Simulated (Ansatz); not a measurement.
## Phonons of Zr (P6_3/mmc, 2 atoms in the cell) against volume

Wanted: Grüneisen parameters and pressure coefficients of the modes of Zr (P6_3/mmc, 2 atoms in the cell).

Calculated with Ansatz 0.2.0; DFT LDA, scalar-relativistic, plane waves, PAW; PAW set soft_1.

Most raw output is cut from this account.

### Step 1. The structure

It takes space group P6_3/mmc (No. 194, hexagonal). The conventional cell has a = 3.232 Å, b = 3.232 Å, c = 5.147 Å, α = 90.00°, β = 90.00°, γ = 120.00°. Zr has 12 Zr at 3.18 to 3.23 Å nearest.

### Step 2. Bringing the structure to rest

The cell and atoms are relaxed, since residual forces and stress would shift the frequencies.

Input file input.yaml:

```yaml
crystal:
  lattice:
    - [3.232, 0.0, 0.0]
    - [-1.616, 2.798994105, 0.0]
    - [0.0, 0.0, 5.147]
  atoms:
    - { symbol: Zr, position: [0.33333333, 0.66666667, 0.25] }
    - { symbol: Zr, position: [0.66666667, 0.33333333, 0.75] }
kpoints:
  mp_grid: { grid: [15, 15, 8] }
hamiltonian:
  xc: lda
  pseudopotentials: { kind: paw, azcp: { folder: soft_1 }, xc_functional: pbe }
scf:
  occupations: { method: gaussian, width: 0.1 }
output:
  forces: true
  stress: true
  eigenvalues: true
relax:
  adjacent_minimum: "off"
  f_tol: 0.005
  max_steps: 80
  cell: { stress_tol: 0.05 }
```

On the command line:

```sh
$ ansatz run input.yaml --threads 4 --pin off --max-ram 10240MiB --backend cpu --events-out ev --progress --plain --runs-dir out
```

Run time: 6.4 s. Hardware: 4 threads of AMD EPYC 7B13 (Zen 3), shared host; peak memory 0.47 GiB.

Step by step:

| step | energy less that of the first step (eV) | largest force component (eV/Å) | pressure (GPa) | volume (Å³) |
| --- | --- | --- | --- | --- |
| 1 | 0.0000 | 0.0000 | -6.07 | 46.56 |
| 2 | 0.0239 | 0.0000 | 8.86 | 40.43 |
| 3 | -0.0594 | 0.0000 | -0.49 | 43.81 |
| 4 | -0.0600 | 0.0000 | 0.06 | 43.56 |
| 5 | -0.0601 | 0.0000 | 0.02 | 43.57 |
| 6 | -0.0601 | 0.0000 | 0.00 | 43.57 |
| 7* | -0.0599 | 0.0000 | 0.00 | 43.57 |

Relaxation steps marked * repeat the geometry before them on a plane-wave basis chosen anew for their cell, so energy and pressure can jump there. Relaxation step 2 was tried and not accepted.

Forces are held to the 24 operations that the run works with; a distortion that breaks them can't arise in this run.

| conventional cell, symmetrised | before | after | change |
| --- | --- | --- | --- |
| a (Å) | 3.232 | 3.143 | -2.7 % |
| b (Å) | 3.232 | 3.143 | -2.7 % |
| c (Å) | 5.147 | 5.092 | -1.1 % |
| volume (Å³/atom) | 23.28 | 21.79 | -6.4 % |

Final coordinates:

```xyz
2
Lattice="3.1433 0.0000 0.0000 -1.5717 2.7222 0.0000 0.0000 0.0000 5.0923" Properties=species:S:1:pos:R:3 pbc="T T T"
Zr    0.0000    1.8148    1.2731
Zr    1.5717    0.9074    3.8192
```

This step gave:

* pressure: -0.002587 GPa
* volume per atom: 21.79 Å³
* gap on the k-mesh: 0 eV

In this step the volume went from 23.28 to 21.79 Å³/atom.

### Step 3. Tight relaxation

Phonons need small forces and stress, so the relaxation is finished with tight tolerances on 15×15×8 k points.

input.yaml, the sections that differ from step 2:

```yaml
crystal:
  lattice:
    - [3.1433107699, 0.0, 0.0]
    - [-1.5716553849, 2.7221869787, 0.0]
    - [0.0, 0.0, 5.0922625961]
  atoms:
    - { symbol: Zr, position: [0.3333333333, 0.6666666667, 0.25] }
    - { symbol: Zr, position: [0.6666666667, 0.3333333333, 0.75] }
scf:
  occupations: { method: methfessel_paxton, width: 0.2 }
relax:
  adjacent_minimum: "off"
  f_tol: 0.001
  max_steps: 60
  cell: { stress_tol: 0.01 }
# kpoints, hamiltonian, output: as in step 2
```

The job ended after 3.7 s (4 threads; peak memory 0.47 GiB).

Little changed from the start: no atom moved by 0.005 Å and no cell edge by 0.1 %.

Numbers from this step:

| Property | Result |
| --- | --- |
| pressure | 7.30e-5 GPa |
| volume per atom | 21.78 Å³ |

The forces vanish by symmetry and the pressure is 0.000 GPa, within the tolerances set. The cell now holds 21.78 Å³/atom.

### Step 4. Modes at rest

Phonons follow from the second derivative of the energy, found here by linear response.

The modes at rest are the reference of the series.

input.yaml, the sections that differ from step 3:

```yaml
crystal:
  lattice:
    - [3.1430227565, 0.0, 0.0]
    - [-1.5715113782, 2.7219375519, 0.0]
    - [0.0, 0.0, 5.0919837807]
  atoms:
    - { symbol: Zr, position: [0.3333333333, 0.6666666667, 0.25] }
    - { symbol: Zr, position: [0.6666666667, 0.3333333333, 0.75] }
output:
  eigenvalues: true
phonons:
  method: dfpt
# kpoints, hamiltonian, scf: as in step 3
# relax: removed
```

Run time: 13 s. Hardware: 4 threads; peak memory 1 GiB.

This step gave:

```yaml
sum_rule_residual_before_enforcement: 4.22e-5 eV/Å²
point_group: 6/mmm
highest_optical_mode_at_the_zone_centre_no_lo_to_term: 171.7 cm⁻¹
lowest_optical_zone_centre_mode: 51.85 cm⁻¹
```

Patterns of degenerate modes are one choice out of their space. Modes at Γ:

| mode | frequency (cm⁻¹) | symmetry |
| --- | --- | --- |
| 1 | 0.0 | acoustic |
| 2 | 0.0 | acoustic |
| 3 | 0.0 | acoustic |
| 4 | 51.9 | E2g |
| 5 | 51.9 | E2g |
| 6 | 171.7 | B1g |

Displacements in mode 4 (51.9 cm⁻¹), the largest set to 1:
```
Zr1  0.00  1.00  0.00
Zr2  0.00 -1.00  0.00
```

Displacements in mode 6 (171.7 cm⁻¹), the largest set to 1:
```
Zr1  0.00  0.00  1.00
Zr2  0.00  0.00 -1.00
```

Before it was imposed, the acoustic sum rule was missed by 4.2e-5 eV/Å². Small misses are needed for a sound result but don't prove that mesh and cutoff are converged. The lowest optical mode is real, 51.9 cm⁻¹.

### Step 5. A member of the series: 1.06 times the volume at rest

The cell is set to 1.06 times the volume at rest, and shape and atoms relax at that volume.

input.yaml, the sections that differ from step 4:

```yaml
crystal:
  lattice:
    - [3.2119931945, 0.0, 0.0]
    - [-1.6059965973, 2.7816677032, 0.0]
    - [0.0, 0.0, 5.1681926605]
  atoms:
    - { symbol: Zr, position: [0.3333333333, 0.6666666667, 0.25] }
    - { symbol: Zr, position: [0.6666666667, 0.3333333333, 0.75] }
output:
  forces: true
  stress: true
  eigenvalues: true
relax:
  adjacent_minimum: "off"
  f_tol: 0.001
  max_steps: 60
  cell: { stress_tol: 0.01, fix: [volume] }
# kpoints, hamiltonian, scf: as in step 4
# phonons: removed
```

Elapsed: 3.6 s, on 4 threads; peak memory 0.48 GiB; 13 s of CPU time.

Relaxation path:

| step | energy less that of the first step (eV) | largest force component (eV/Å) | pressure (GPa) | volume (Å³) |
| --- | --- | --- | --- | --- |
| 1 | 0.0000 | 0.0000 | -5.45 | 46.18 |
| 2 | -0.0001 | 0.0000 | -5.44 | 46.18 |
| 3 | -0.0001 | 0.0000 | -5.44 | 46.18 |
| 4* | -0.0001 | 0.0000 | -5.44 | 46.18 |

Relaxation steps marked * repeat the geometry before them on a plane-wave basis chosen anew for their cell, so energy and pressure can jump there.

Forces are held to the 24 operations that the run works with; a distortion that breaks them can't arise in this run.

| conventional cell, symmetrised | before | after | change |
| --- | --- | --- | --- |
| a (Å) | 3.212 | 3.215 | +0.1 % |
| b (Å) | 3.212 | 3.215 | +0.1 % |
| c (Å) | 5.168 | 5.159 | -0.2 % |
| volume (Å³/atom) | 23.09 | 23.09 | -0.0 % |

The relaxed structure:

```cif
data_structure
_symmetry_space_group_name_H-M 'P 1'
_symmetry_Int_Tables_number 1
_cell_length_a 3.2148
_cell_length_b 3.2148
_cell_length_c 5.1592
_cell_angle_alpha 90.000
_cell_angle_beta 90.000
_cell_angle_gamma 120.000
_cell_volume 46.18
loop_
_atom_site_label
_atom_site_type_symbol
_atom_site_fract_x
_atom_site_fract_y
_atom_site_fract_z
_atom_site_occupancy
Zr1 Zr 0.33333 0.66667 0.25000 1
Zr2 Zr 0.66667 0.33333 0.75000 1
```

Numbers from this step:

```
pressure        : -5.437 GPa
volume per atom : 23.09 Å³
```

The forces vanish by symmetry, at a pressure of -5.44 GPa.

### Step 6. Zone-centre modes of the member: 1.06 times the volume at rest

The zone-centre modes follow for 1.06 times the volume at rest.

input.yaml, the sections that differ from step 5:

```yaml
crystal:
  lattice:
    - [3.2147785871, 0.0, 0.0]
    - [-1.6073892936, 2.784079924, 0.0]
    - [0.0, 0.0, 5.1592407474]
  atoms:
    - { symbol: Zr, position: [0.3333333333, 0.6666666667, 0.25] }
    - { symbol: Zr, position: [0.6666666667, 0.3333333333, 0.75] }
output:
  eigenvalues: true
phonons:
  method: dfpt
# kpoints, hamiltonian, scf: as in step 5
# relax: removed
```

Elapsed: 13 s, on 4 threads; peak memory 1.1 GiB.

Numbers from this step:

```yaml
sum_rule_residual_before_enforcement: 2.15e-6 eV/Å²
highest_optical_mode_at_the_zone_centre_no_lo_to_term: 143.5 cm⁻¹
lowest_optical_zone_centre_mode: 61.61 cm⁻¹
```

Patterns of degenerate modes are one choice out of their space. Modes at Γ:

| mode | frequency (cm⁻¹) | symmetry |
| --- | --- | --- |
| 1 | 0.0 | acoustic |
| 2 | 0.0 | acoustic |
| 3 | 0.0 | acoustic |
| 4 | 61.6 | E2g |
| 5 | 61.6 | E2g |
| 6 | 143.5 | B1g |

Displacements in mode 5 (61.6 cm⁻¹), the largest set to 1:
```
Zr1  0.00  1.00  0.00
Zr2  0.00 -1.00  0.00
```

Displacements in mode 6 (143.5 cm⁻¹), the largest set to 1:
```
Zr1  0.00  0.00  1.00
Zr2  0.00  0.00 -1.00
```

The lowest optical mode is real, 61.6 cm⁻¹, and the highest lies at 143.5 cm⁻¹.

For the highest optical mode at the zone centre (no LO-TO term), step 4 gave 172 cm⁻¹; this run, with volume ratio 1.06, gives 144 cm⁻¹ (-16 %).

### Step 7. A member of the series: 0.9 times the volume at rest

The cell is set to 0.9 times the volume at rest, and shape and atoms relax at that volume.

input.yaml, the sections that differ from step 6:

```yaml
crystal:
  lattice:
    - [3.0131631178, 0.0, 0.0]
    - [-1.5065815589, 2.6094758058, 0.0]
    - [0.0, 0.0, 4.9863101273]
  atoms:
    - { symbol: Zr, position: [0.3333333333, 0.6666666667, 0.25] }
    - { symbol: Zr, position: [0.6666666667, 0.3333333333, 0.75] }
output:
  forces: true
  stress: true
  eigenvalues: true
relax:
  adjacent_minimum: "off"
  f_tol: 0.001
  max_steps: 60
  cell: { stress_tol: 0.01, fix: [volume] }
# kpoints, hamiltonian, scf: as in step 6
# phonons: removed
```

It took 3.5 s on 4 threads; peak memory 0.45 GiB.

The steps of the relaxation:

| step | energy less that of the first step (eV) | largest force component (eV/Å) | pressure (GPa) | volume (Å³) |
| --- | --- | --- | --- | --- |
| 1 | 0.0000 | 0.0000 | 12.51 | 39.21 |
| 2 | -0.0003 | 0.0000 | 12.43 | 39.21 |
| 3 | -0.0003 | 0.0000 | 12.42 | 39.21 |
| 4* | -0.0003 | 0.0000 | 12.42 | 39.21 |

Relaxation steps marked * repeat the geometry before them on a plane-wave basis chosen anew for their cell, so energy and pressure can jump there.

The run keeps the 24 symmetry operations that it works with, so distortions that break them were not tested.

| conventional cell, symmetrised | before | after | change |
| --- | --- | --- | --- |
| a (Å) | 3.013 | 3.007 | -0.2 % |
| b (Å) | 3.013 | 3.007 | -0.2 % |
| c (Å) | 4.986 | 5.006 | +0.4 % |
| volume (Å³/atom) | 19.60 | 19.60 | +0.0 % |

Final coordinates:

```xyz
2
Lattice="3.0073 0.0000 0.0000 -1.5037 2.6044 0.0000 0.0000 0.0000 5.0057" Properties=species:S:1:pos:R:3 pbc="T T T"
Zr    0.0000    1.7363    1.2514
Zr    1.5037    0.8681    3.7543
```

This step gave:

```yaml
pressure: 12.42 GPa
volume_per_atom: 19.60 Å³
```

The forces vanish by symmetry, at a pressure of 12.42 GPa.

### Step 8. Zone-centre modes of the member: 0.9 times the volume at rest

The zone-centre modes follow for 0.9 times the volume at rest.

input.yaml, the sections that differ from step 7:

```yaml
crystal:
  lattice:
    - [3.0073071968, 0.0, 0.0]
    - [-1.5036535984, 2.6044044294, 0.0]
    - [0.0, 0.0, 5.0057480267]
  atoms:
    - { symbol: Zr, position: [0.3333333333, 0.6666666667, 0.25] }
    - { symbol: Zr, position: [0.6666666667, 0.3333333333, 0.75] }
output:
  eigenvalues: true
phonons:
  method: dfpt
# kpoints, hamiltonian, scf: as in step 7
# relax: removed
```

Wall time 12 s (4 threads); peak memory 0.96 GiB.

This step gave:

* sum-rule residual before enforcement: 1.21e-5 eV/Å²
* highest optical mode at the zone centre (no LO-TO term): 224.4 cm⁻¹
* lowest optical zone-centre mode: 34.71 cm⁻¹

Patterns of degenerate modes are one choice out of their space. Modes at Γ:

| mode | frequency (cm⁻¹) | symmetry |
| --- | --- | --- |
| 1 | 0.0 | acoustic |
| 2 | 0.0 | acoustic |
| 3 | 0.0 | acoustic |
| 4 | 34.7 | E2g |
| 5 | 34.7 | E2g |
| 6 | 224.4 | B1g |

Displacements in mode 5 (34.7 cm⁻¹), the largest set to 1:
```
Zr1  0.00 -1.00  0.00
Zr2  0.00  1.00  0.00
```

Displacements in mode 6 (224.4 cm⁻¹), the largest set to 1:
```
Zr1  0.00  0.00  1.00
Zr2  0.00  0.00 -1.00
```

The lowest optical mode is real, 34.7 cm⁻¹, and the highest lies at 224.4 cm⁻¹.

For the highest optical mode at the zone centre (no LO-TO term), step 4 gave 172 cm⁻¹; this run, with volume ratio 0.9, gives 224 cm⁻¹ (+31 %).

### Step 9. All members side by side

The members are set side by side, also those not shown above.

Each row is one cell with its response, relaxed at fixed volume as far as symmetry leaves anything free; energies are extrapolated to zero smearing, and E0 is that at rest; shape and atoms are relaxed in each cell where symmetry leaves them free; all runs use 15×15×8 k points and Methfessel-Paxton smearing of 0.2 eV. State of the crystal along the series:

| volume ratio | V (Å³/atom) | pressure (GPa) | E - E0 (meV/atom) | first cell vector (Å) | third cell vector (Å) |
| --- | --- | --- | --- | --- | --- |
| 0.9 | 19.6 | 12.42 | 78.55 | 3.007 | 5.006 |
| 0.92 | 20.04 | 9.498 | 48.86 | 3.035 | 5.023 |
| 0.94 | 20.47 | 6.83 | 26.73 | 3.063 | 5.039 |
| 0.96 | 20.91 | 4.372 | 11.56 | 3.091 | 5.056 |
| 0.98 | 21.35 | 2.102 | 2.82 | 3.117 | 5.073 |
| 0.99 | 21.56 | 1.031 | 0.698 | 3.13 | 5.082 |
| 1 | 21.78 | 7.30e-5 | 0 | 3.143 | 5.092 |
| 1.02 | 22.22 | -1.952 | 2.673 | 3.168 | 5.113 |
| 1.04 | 22.65 | -3.763 | 10.46 | 3.192 | 5.136 |
| 1.06 | 23.09 | -5.437 | 22.98 | 3.215 | 5.159 |

Each mode is tracked from rest by its pattern, and modes that stay within 0.3 cm⁻¹ of each other stand once; shape and atoms are relaxed in each cell where symmetry leaves them free; all runs use 15×15×8 k points and Methfessel-Paxton smearing of 0.2 eV. Optical modes along the series:

| V (Å³/atom) | mode 4 E2g (cm⁻¹) | mode 6 B1g (cm⁻¹) |
| --- | --- | --- |
| 19.6 | 34.71 | 224.4 |
| 20.04 | 37.43 | 213.8 |
| 20.47 | 40.9 | 202.8 |
| 20.91 | 44.41 | 192 |
| 21.35 | 48.04 | 181.7 |
| 21.56 | 49.94 | 176.6 |
| 21.78 | 51.85 | 171.7 |
| 22.22 | 55.5 | 162.2 |
| 22.65 | 58.76 | 152.8 |
| 23.09 | 61.61 | 143.5 |

From cubic fits (parabolas where under five rows exist) of ln ω and P against ln V through the rows within about 4 % of rest: γ = −d ln ω / d ln V and dω/dP = γ ω / B. Slopes at rest:

| mode | fitted frequency at rest (cm⁻¹) | Grüneisen parameter γ | dω/dP (cm⁻¹/GPa) |
| --- | --- | --- | --- |
| mode 4 E2g | 51.8 | -3.65 | -1.87 |
| mode 6 B1g | 171.7 | 2.83 | 4.8 |

### Step 10. Outcome

- members: 10
- highest optical mode at the zone centre (no LO-TO term), at rest: 171.7 cm⁻¹
- bulk modulus at rest: 101 GPa
- mode 4 E2g, γ: -3.65
- mode 6 B1g, γ: 2.83

What this shows: The series spans -5.4 to 12.4 GPa, and the slope at rest gives a bulk modulus of 101 GPa. Among the modes in the table of slopes γ runs from -3.65 (mode 4 E2g) to 2.83 (mode 6 B1g). A negative γ means that the mode softens under pressure. One k mesh and one cutoff serve the ground states and modes of all volumes. These are harmonic frequencies at zero temperature: anharmonic shifts, linewidths and thermal expansion are left out. With no gap, or one that is small against the smearing, the frequencies hang on the k mesh and the smearing, most of all near Kohn anomalies. The PAW files were made for PBE; the program adapts parts of them to the functional of the run, but their partial waves stay those of PBE, an approximation that was not tested in this session. Only the zone centre was solved, so an instability at another wavevector cannot show here.

[Logs are printed without paths, hosts, clocks, repeated set-up lines and the standing remarks that a program may print on its own settings, such as how far it seeks lower states.]

[Hosts, paths, dates, database ids (printed as entryN), source tags and the programs' standing remarks are cut or masked in the printed files.]
